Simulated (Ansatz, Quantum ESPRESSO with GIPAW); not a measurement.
# RbBC4N4: NMR parameters from first principles

Wanted: NMR shieldings and quadrupolar couplings for each site of RbBC4N4.

Program: Quantum ESPRESSO with GIPAW 8.0dev (patched build). Level of theory: DFT, PBE, plane-wave PAW (pslibrary 1.0.0 recipes), scalar-relativistic, GIPAW; a patched development version of the program. Results are calculated unless marked as measured.

## 1. The starting structure

It takes space group I4_1/a (No. 88, tetragonal). The conventional cell has a = 7.135 Å, b = 7.135 Å, c = 14.820 Å, α = 90.00°, β = 90.00°, γ = 90.00°. Nearest to Rb lie 8 N at 3.05 to 3.22 Å and 8 C at 3.83 to 3.87 Å. Nearest to N lie 1 C at 1.16 Å and 1 B at 2.75 Å and 2 Rb at 3.05 to 3.22 Å. Nearest to C lie 7 N at 1.16 to 3.64 Å and 1 B at 1.59 Å and 4 C at 2.58 to 3.54 Å and 2 Rb at 3.83 to 3.87 Å. B has 4 C at 1.59 Å nearest. Farther neighbours and most contacts between anions are not listed.

The cell is an entry of the Crystallography Open Database; it need not be the form that is stable at ambient conditions.

This structure had its atoms relaxed beforehand (DFT, PBE, plane-wave PAW (pslibrary 1.0.0 recipes), Quantum ESPRESSO with GIPAW), starting from the database entry, since shieldings follow bond lengths closely.

## 2. Ground state

The shielding is a linear response of the occupied states, which this run provides. It is converged far beyond what an energy needs, since the response uses the wavefunctions themselves. No empty states are asked for: the response is solved without them. The mesh has a spacing of 0.32 Å⁻¹ at most. The PAW files were made with ld1.x from the pslibrary 1.0.0 recipes, with GIPAW reconstruction switched on.

run_scf.py

```python
from ase import Atoms
from ase.calculators.espresso import Espresso, EspressoProfile

atoms = Atoms(
    ['Rb', 'Rb', 'N', 'N', 'N', 'N', 'N', 'N', 'N', 'N', 'C', 'C', 'C', 'C', 'C', 'C', 'C', 'C', 'B', 'B'],
    cell=[
        [-3.56770000, 3.56770000, 7.40985000],
        [3.56770000, -3.56770000, 7.40985000],
        [3.56770000, 3.56770000, -7.40985000],
    ],
    scaled_positions=[
        [-0.00000000, -0.00000000, -0.00000000],
        [0.75000000, 0.25000000, 0.50000000],
        [0.61549619, 0.66997773, 0.57838120],
        [0.78711499, 0.86549619, 0.44551846],
        [0.09159653, 0.03711499, 0.42161880],
        [0.41997773, 0.34159653, 0.55448154],
        [0.13450381, 0.58002227, 0.92161880],
        [0.96288501, 0.38450381, 0.05448154],
        [0.65840347, 0.21288501, 0.07838120],
        [0.33002227, 0.90840347, 0.94551846],
        [0.46072516, 0.70584020, 0.54518846],
        [0.66553669, 0.71072516, 0.25488496],
        [0.16065173, 0.91553669, 0.45481154],
        [0.45584020, 0.41065173, 0.74511504],
        [0.28927484, 0.54415980, 0.95481154],
        [0.08446331, 0.53927484, 0.24511504],
        [0.58934827, 0.33446331, 0.04518846],
        [0.29415980, 0.83934827, 0.75488496],
        [0.50000000, 0.50000000, 0.00000000],
        [0.25000000, 0.75000000, 0.50000000],
    ],
    pbc=True,
)
atoms.calc = Espresso(
    profile=EspressoProfile(command='mpirun -np 8 pw.x -nk 8', pseudo_dir='./'),
    pseudopotentials={
        'Rb': 'Rb.pbe-spn-kjpaw_psl.1.0.0-gipaw.UPF',
        'N': 'N.pbe-n-kjpaw_psl.1.0.0-gipaw.UPF',
        'C': 'C.pbe-n-kjpaw_psl.1.0.0-gipaw.UPF',
        'B': 'B.pbe-n-kjpaw_psl.1.0.0-gipaw.UPF',
    },
    input_data={
        'control': {'calculation': 'scf', 'prefix': 'x', 'outdir': './tmp/'},
        'system': {'ecutwfc': 55, 'ecutrho': 340, 'nbnd': 48},
        'electrons': {'conv_thr': 1.0e-10, 'mixing_beta': 0.7, 'electron_maxstep': 100},
    },
    kpts=(4, 4, 4),
    koffset=(0, 0, 0),
)
print('energy', atoms.get_potential_energy(), 'eV')
```

ASE writes espresso.pwi from it and starts pw.x, whose log goes to espresso.pwo.

The run is started by

```bash
python run_scf.py
```

Log:

```text
Warning: card &CELL ignored
Warning: card &FCP ignored
Warning: card &RISM ignored

     using ibrav=0 with symmetry is DISCOURAGED, use correct ibrav instead

     bravais-lattice index     =            0
     lattice parameter (alat)  =      16.9405  a.u.
     unit-cell volume          =    2545.9078 (a.u.)^3
     number of atoms/cell      =           20
     number of atomic types    =            4
     number of electrons       =        96.00
     number of Kohn-Sham states=           48
     kinetic-energy cutoff     =      55.0000  Ry
     charge density cutoff     =     340.0000  Ry
     scf convergence threshold =      1.0E-10
     mixing beta               =       0.7000
     number of iterations used =            8  plain     mixing
     Exchange-correlation= SLA-PW-PBX-PBC
                           (   1   4   3   4   0   0   0)
[...]
Rb                9.00    85.46780     Rb( 1.00)
     N                 5.00    14.00700     N ( 1.00)
     C                 4.00    12.01100     C ( 1.00)
     B                 3.00    10.81000     B ( 1.00)

      8 Sym. Ops., with inversion, found ( 4 have fractional translation)
[...]
number of k points=    14
[...]
Dense  grid:   269587 G-vectors     FFT dimensions: ( 100, 100, 100)

     Smooth grid:   140063 G-vectors     FFT dimensions: (  80,  80,  80)

     Check: negative core charge=   -0.000007

     Initial potential from superposition of free atoms

     starting charge      95.9534, renormalised to      96.0000
     Starting wfcs are   88 randomized atomic wfcs

     Self-consistent Calculation

     iteration #  1     ecut=    55.00 Ry     beta= 0.70
     Davidson diagonalization with overlap
     ethr =  1.00E-02,  avg # of iterations =  2.0

     total energy              =    -875.03985303 Ry
     estimated scf accuracy    <       2.98629943 Ry

     iteration #  2     ecut=    55.00 Ry     beta= 0.70
     Davidson diagonalization with overlap
     ethr =  3.11E-03,  avg # of iterations =  4.4

     total energy              =    -875.13652014 Ry
     estimated scf accuracy    <       4.20016032 Ry

     iteration #  3     ecut=    55.00 Ry     beta= 0.70
     Davidson diagonalization with overlap
     ethr =  3.11E-03,  avg # of iterations =  3.6

     total energy              =    -876.01191978 Ry
     estimated scf accuracy    <       0.21796195 Ry

[...]
total energy              =    -876.03944079 Ry
[...]
iteration # 15     ecut=    55.00 Ry     beta= 0.70
     Davidson diagonalization with overlap
     ethr =  2.07E-13,  avg # of iterations =  2.6

     total energy              =    -876.03944079 Ry
     estimated scf accuracy    <          1.5E-10 Ry

     iteration # 16     ecut=    55.00 Ry     beta= 0.70
     Davidson diagonalization with overlap
     ethr =  1.53E-13,  avg # of iterations =  3.0

     End of self-consistent calculation
     [one-electron energies left out]

!    total energy              =    -876.03944079 Ry
     total all-electron energy =    -13510.108530 Ry
     estimated scf accuracy    <          1.5E-12 Ry

     The total energy is the sum of the following terms:
     one-electron contribution =    -185.04050331 Ry
     hartree contribution      =     127.58757926 Ry
     xc contribution           =    -125.94560258 Ry
     ewald contribution        =    -204.77978628 Ry
     one-center paw contrib.   =    -487.86112788 Ry

     convergence has been achieved in  16 iterations
[...]
JOB DONE.
```

The job ended after 1.7 min (8 MPI ranks of Arm Neoverse V2, shared host; peak memory 3.4 GiB).

It converged in 16 cycles to an estimated accuracy of 2e-12 Ry, on 14 irreducible k-points.

## 3. Shieldings

The job finds the current that a weak uniform field induces (applied as a long wave, q_gipaw) and the field that this current makes at each nucleus. On atoms with p or d valence electrons much of the paramagnetic part arises close to the nucleus, where the PAW partial waves rebuild the true states. pawproj makes the reconstruction use the PAW data sets' own projectors.

nmr.in

```
&inputgipaw
  job = 'nmr'
  prefix = 'x'
  tmp_dir = './tmp/'
  restart_mode = 'from_scratch'
  verbosity = 'low'
  q_gipaw = 0.01
  spline_ps = .true.
  conv_threshold = 1.0d-11
  use_nmr_macroscopic_shape = .false.
  pawproj(1) = .true.
  pawproj(2) = .true.
  pawproj(3) = .true.
  pawproj(4) = .true.
/
```

The run is started by

```bash
mpirun -np 8 gipaw.x -in nmr.in > nmr.out
```

Log:

```text
[banner, memory and clock lines left out]
[a note of our patched build left out]

     Parallelizing q-star over 1 images

     IMPORTANT: XC functional enforced from input :
     Exchange-correlation= PBE
                           (   1   4   3   4   0   0   0)
     Any further DFT definition will be discarded
     Please, verify this is what you really want

     Check: negative core charge=   -0.000007
[...]
projs nearly linearly dependent: l=0  n1,n2= 1, 2  s=  0.99581283
[...]
alpha_pv=     44.6462 eV

     spline_ps is .false., expect some extrapolation errors

     q-space interpolation up to    66.00 Rydberg

     GIPAW job: nmr
     NMR macroscopic correction: no
[...]
Computing the magnetic susceptibility     isolve=0    ethr=  0.1000E-10
     Starting from scratch
     k-point #    1 of    14      pool #  1    cpu time:       1.2
[...]
End of magnetic susceptibility calculation

     f-sum rule (1st term):
           -96.8608         -0.0000         -0.0000
             0.0000        -96.8608         -0.0000
             0.0000          0.0000        -96.8728

     f-sum rule (2nd term):
            -1.1831          0.0000         -0.0000
            -0.0000         -1.1831          0.0000
            -0.0000         -0.0000         -1.1710

     f-sum rule (should be   -98.0404):
           -98.0439         -0.0000         -0.0000
             0.0000        -98.0439         -0.0000
             0.0000          0.0000        -98.0438

[... susceptibilities left out ...]
     Contributions to the NMR chemical shifts: -------------------------------

     Macroscopic shape contribution in ppm:                    0.00
             0.0000          0.0000          0.0000
             0.0000          0.0000          0.0000
             0.0000          0.0000          0.0000

     Core contribution in ppm:

     Atom  1  Rb  pos: (  0.000000  0.000000  0.000000)  core sigma:        3328.08
     Atom  2  Rb  pos: (  0.000000  0.397979  0.413287)  core sigma:        3328.08
     Atom  3  N   pos: (  0.251866  0.208501  0.584464)  core sigma:         235.78
     Atom  4  N   pos: (  0.208501  0.146113  0.997752)  core sigma:         235.78
     Atom  5  N   pos: (  0.146113  0.189478 -0.242110)  core sigma:         235.78
     Atom  6  N   pos: (  0.189478  0.251866  0.171177)  core sigma:         235.78
     Atom  7  N   pos: (  0.544093  0.189478 -0.171177)  core sigma:         235.78
     Atom  8  N   pos: ( -0.208501  0.251866  1.068684)  core sigma:         235.78
     Atom  9  N   pos: ( -0.146113  0.208501  0.655397)  core sigma:         235.78
     Atom 10  N   pos: (  0.606481  0.146113  0.242110)  core sigma:         235.78
     Atom 11  C   pos: (  0.314525  0.119423  0.513614)  core sigma:         200.51
     Atom 12  C   pos: (  0.119423  0.083455  0.926901)  core sigma:         200.51
     Atom 13  C   pos: (  0.481434 -0.119423  0.513614)  core sigma:         200.51
     Atom 14  C   pos: (  0.278556  0.314525  0.100327)  core sigma:         200.51
     Atom 15  C   pos: (  0.481434  0.278556 -0.100327)  core sigma:         200.51
     Atom 16  C   pos: (  0.278556 -0.083455  0.312960)  core sigma:         200.51
     Atom 17  C   pos: ( -0.083455  0.119423  0.726247)  core sigma:         200.51
     Atom 18  C   pos: (  0.517403  0.083455  0.312960)  core sigma:         200.51
     Atom 19  B   pos: (  0.000000  0.000000  0.826574)  core sigma:         165.26
     Atom 20  B   pos: (  0.397979  0.000000  0.413287)  core sigma:         165.26

     Bare contribution in ppm:

     Atom  1  Rb  pos: (  0.000000  0.000000  0.000000)  bare sigma:         115.35
[...]
Atom  2  Rb  pos: (  0.000000  0.397979  0.413287)  bare sigma:         115.35
[...]
Atom  3  N   pos: (  0.251866  0.208501  0.584464)  bare sigma:         -63.36
[...]
Atom  4  N   pos: (  0.208501  0.146113  0.997752)  bare sigma:         -63.36
[...]
Atom  5  N   pos: (  0.146113  0.189478 -0.242110)  bare sigma:         -63.36
[...]
Atom  6  N   pos: (  0.189478  0.251866  0.171177)  bare sigma:         -63.36
[...]
Atom  7  N   pos: (  0.544093  0.189478 -0.171177)  bare sigma:         -63.36
[...]
Atom  8  N   pos: ( -0.208501  0.251866  1.068684)  bare sigma:         -63.36
[...]
Atom  9  N   pos: ( -0.146113  0.208501  0.655397)  bare sigma:         -63.36
[...]
Atom 10  N   pos: (  0.606481  0.146113  0.242110)  bare sigma:         -63.36
[...]
Atom 11  C   pos: (  0.314525  0.119423  0.513614)  bare sigma:         -56.00
[...]
Atom 12  C   pos: (  0.119423  0.083455  0.926901)  bare sigma:         -56.00
[...]
Atom 13  C   pos: (  0.481434 -0.119423  0.513614)  bare sigma:         -56.00
[...]
Atom 14  C   pos: (  0.278556  0.314525  0.100327)  bare sigma:         -56.00
[...]
Atom 15  C   pos: (  0.481434  0.278556 -0.100327)  bare sigma:         -56.00
[...]
Atom 13  C   pos: (  0.481434 -0.119423  0.513614)  para_oo sigma:          -1.04
[...]
Atom 14  C   pos: (  0.278556  0.314525  0.100327)  para_oo sigma:          -1.04
[...]
Atom 15  C   pos: (  0.481434  0.278556 -0.100327)  para_oo sigma:          -1.04
[...]
Atom 16  C   pos: (  0.278556 -0.083455  0.312960)  para_oo sigma:          -1.04
[...]
Atom 17  C   pos: ( -0.083455  0.119423  0.726247)  para_oo sigma:          -1.04
[...]
Atom 18  C   pos: (  0.517403  0.083455  0.312960)  para_oo sigma:          -1.04
[...]
Atom 19  B   pos: (  0.000000  0.000000  0.826574)  para_oo sigma:          -0.14
[...]
Atom 20  B   pos: (  0.397979  0.000000  0.413287)  para_oo sigma:          -0.14
[...]
Paramagnetic US L_R Q_R contribution in ppm:

     Atom  1  Rb  pos: (  0.000000  0.000000  0.000000)  para_lq sigma:         723.07
[...]
Atom  2  Rb  pos: (  0.000000  0.397979  0.413287)  para_lq sigma:         723.07
[...]
Atom  3  N   pos: (  0.251866  0.208501  0.584464)  para_lq sigma:         -54.14
[...]
Atom  4  N   pos: (  0.208501  0.146113  0.997752)  para_lq sigma:         -54.14
[...]
Atom  5  N   pos: (  0.146113  0.189478 -0.242110)  para_lq sigma:         -54.14
[...]
Atom  6  N   pos: (  0.189478  0.251866  0.171177)  para_lq sigma:         -54.14
[...]
Atom  7  N   pos: (  0.544093  0.189478 -0.171177)  para_lq sigma:         -54.14
[...]
Atom  8  N   pos: ( -0.208501  0.251866  1.068684)  para_lq sigma:         -54.14
[...]
Atom  9  N   pos: ( -0.146113  0.208501  0.655397)  para_lq sigma:         -54.14
[...]
Atom 10  N   pos: (  0.606481  0.146113  0.242110)  para_lq sigma:         -54.14
[...]
Atom 11  C   pos: (  0.314525  0.119423  0.513614)  para_lq sigma:         -20.99
[...]
Atom 12  C   pos: (  0.119423  0.083455  0.926901)  para_lq sigma:         -20.99
[...]
Atom 13  C   pos: (  0.481434 -0.119423  0.513614)  para_lq sigma:         -20.99
[...]
Atom 14  C   pos: (  0.278556  0.314525  0.100327)  para_lq sigma:         -20.99
[...]
Atom 15  C   pos: (  0.481434  0.278556 -0.100327)  para_lq sigma:         -20.99
[...]
Atom 16  C   pos: (  0.278556 -0.083455  0.312960)  para_lq sigma:         -20.99
[...]
Atom 17  C   pos: ( -0.083455  0.119423  0.726247)  para_lq sigma:         -20.99
[...]
Atom 18  C   pos: (  0.517403  0.083455  0.312960)  para_lq sigma:         -20.99
[...]
Atom 19  B   pos: (  0.000000  0.000000  0.826574)  para_lq sigma:          -2.89
[...]
Atom 20  B   pos: (  0.397979  0.000000  0.413287)  para_lq sigma:          -2.89
[...]
Total NMR chemical shifts in ppm: ---------------------------------------
     (adopting the Simpson convention for anisotropy and asymmetry)-----------

     Atom  1  Rb  pos: (  0.000000  0.000000  0.000000)  Total sigma:        3192.01
          3182.1218         -1.8019         -0.0000
             1.8019       3182.1218         -0.0000
            -0.0000         -0.0000       3211.7724

     Rb      1    anisotropy:     29.65    eta:    0.0000
[...]
Atom  2  Rb  pos: (  0.000000  0.397979  0.413287)  Total sigma:        3192.01
[... its tensor is left out ...]
     Atom  3  N   pos: (  0.251866  0.208501  0.584464)  Total sigma:         -62.33
          -116.3377       -169.7191       -134.0078
          -167.5241          6.0952        191.3259
          -135.3184        196.6065        -76.7508

     N       3    anisotropy:    514.08    eta:    0.0070
[...]
Atom  4  N   pos: (  0.208501  0.146113  0.997752)  Total sigma:         -62.33
[... its tensor is left out ...]
     Atom  5  N   pos: (  0.146113  0.189478 -0.242110)  Total sigma:         -62.33
[... its tensor is left out ...]
     Atom  6  N   pos: (  0.189478  0.251866  0.171177)  Total sigma:         -62.33
[... its tensor is left out ...]
     Atom  7  N   pos: (  0.544093  0.189478 -0.171177)  Total sigma:         -62.33
[... its tensor is left out ...]
     Atom  8  N   pos: ( -0.208501  0.251866  1.068684)  Total sigma:         -62.33
[... its tensor is left out ...]
     Atom  9  N   pos: ( -0.146113  0.208501  0.655397)  Total sigma:         -62.33
[... its tensor is left out ...]
     Atom 10  N   pos: (  0.606481  0.146113  0.242110)  Total sigma:         -62.33
[... its tensor is left out ...]
     Atom 11  C   pos: (  0.314525  0.119423  0.513614)  Total sigma:          33.24
            -3.3568       -115.6689        -91.9457
          -117.9853         81.8561        134.2474
           -91.7135        132.5552         21.2127

     C      11    anisotropy:    354.12    eta:    0.0092
[...]
Atom 12  C   pos: (  0.119423  0.083455  0.926901)  Total sigma:          33.24
[... its tensor is left out ...]
     Atom 13  C   pos: (  0.481434 -0.119423  0.513614)  Total sigma:          33.24
[... its tensor is left out ...]
     Atom 14  C   pos: (  0.278556  0.314525  0.100327)  Total sigma:          33.24
[... its tensor is left out ...]
     Atom 15  C   pos: (  0.481434  0.278556 -0.100327)  Total sigma:          33.24
[... its tensor is left out ...]
     Atom 16  C   pos: (  0.278556 -0.083455  0.312960)  Total sigma:          33.24
[... its tensor is left out ...]
     Atom 17  C   pos: ( -0.083455  0.119423  0.726247)  Total sigma:          33.24
[... its tensor is left out ...]
     Atom 18  C   pos: (  0.517403  0.083455  0.312960)  Total sigma:          33.24
[... its tensor is left out ...]
     Atom 19  B   pos: (  0.000000  0.000000  0.826574)  Total sigma:         128.36
           128.2102          0.3093          0.0000
            -0.3093        128.2102         -0.0000
            -0.0000         -0.0000        128.6539

     B      19    anisotropy:      0.44    eta:    0.0000
[...]
Atom 20  B   pos: (  0.397979  0.000000  0.413287)  Total sigma:         128.36
[... its tensor is left out ...]
```

The job ended after 15 min (8 MPI ranks; peak memory 2.1 GiB; 2 h of CPU time).

The f-sum rule is met to 0.0035 of 98.0 (0.004 %). Converged shieldings require that this miss be small, but a small miss does not prove them.

From the symmetric part of each tensor, with principal values σ11 ≤ σ22 ≤ σ33: σ_iso is their mean, the span is σ33 − σ11 and the skew 3(σ_iso − σ22)/span. (gipaw.x prints an anisotropy in another convention.)

```csv
site,atom no.,atoms in cell,σ_iso (ppm),span (ppm),skew
Rb,1,2,3192,30,1.00
N,3,8,-62.3,515.3,0.99
C,11,8,33.2,355.2,0.99
B,19,2,128.4,0.4,1.00
```

The macroscopic shape term is switched off. For a spherical sample the valence susceptibility of this run would add about 6 ppm to every site, a rough estimate, since the susceptibility converges slowly and lacks part of the PAW terms. Differences within the crystal don't depend on it, but shieldings of different compounds can't be compared to better than a few ppm without it.

An axis of order three or more runs through Rb and B, so two principal values coincide and the skew is ±1. In this run the largest span is that of N (site symmetry 1), with principal values -234.9, -232.5 and 280.4 ppm. On N the most shielded direction lies along its short bond to C: a field along the bond can't mix the bonding orbital with those across it, so the paramagnetic term is smallest there. On C the most shielded direction lies along its short bond to N: a field along the bond can't mix the bonding orbital with those across it, so the paramagnetic term is smallest there.

How the isotropic values are made up (ppm). The core part is that of the free atom's core; bare is the current of the smooth valence states; the last two are what the PAW spheres add to the diamagnetic and the paramagnetic current:

```csv
site,core,bare,"reconstruction, dia","reconstruction, para"
Rb,3328.1,115.3,-15.9,-235.5
N,235.8,-63.4,5.7,-240.4
C,200.5,-56.0,4.6,-115.9
B,165.3,-15.5,3.2,-24.6
```

[end of part 1 of 2]

[Banner, clock, file and message-heading lines were taken out of the pw.x and gipaw.x logs.]

[Logs are printed without paths, hosts, clocks, repeated set-up lines and the standing remarks that a program may print on its own settings, such as how far it seeks lower states.]

[Hosts, paths, dates, database ids (printed as entryN), source tags and the programs' standing remarks are cut or masked in the printed files.]

[Where no reference line passes its bar on scatter, no shift is given, so a measured shift of this compound may stand uncompared.]
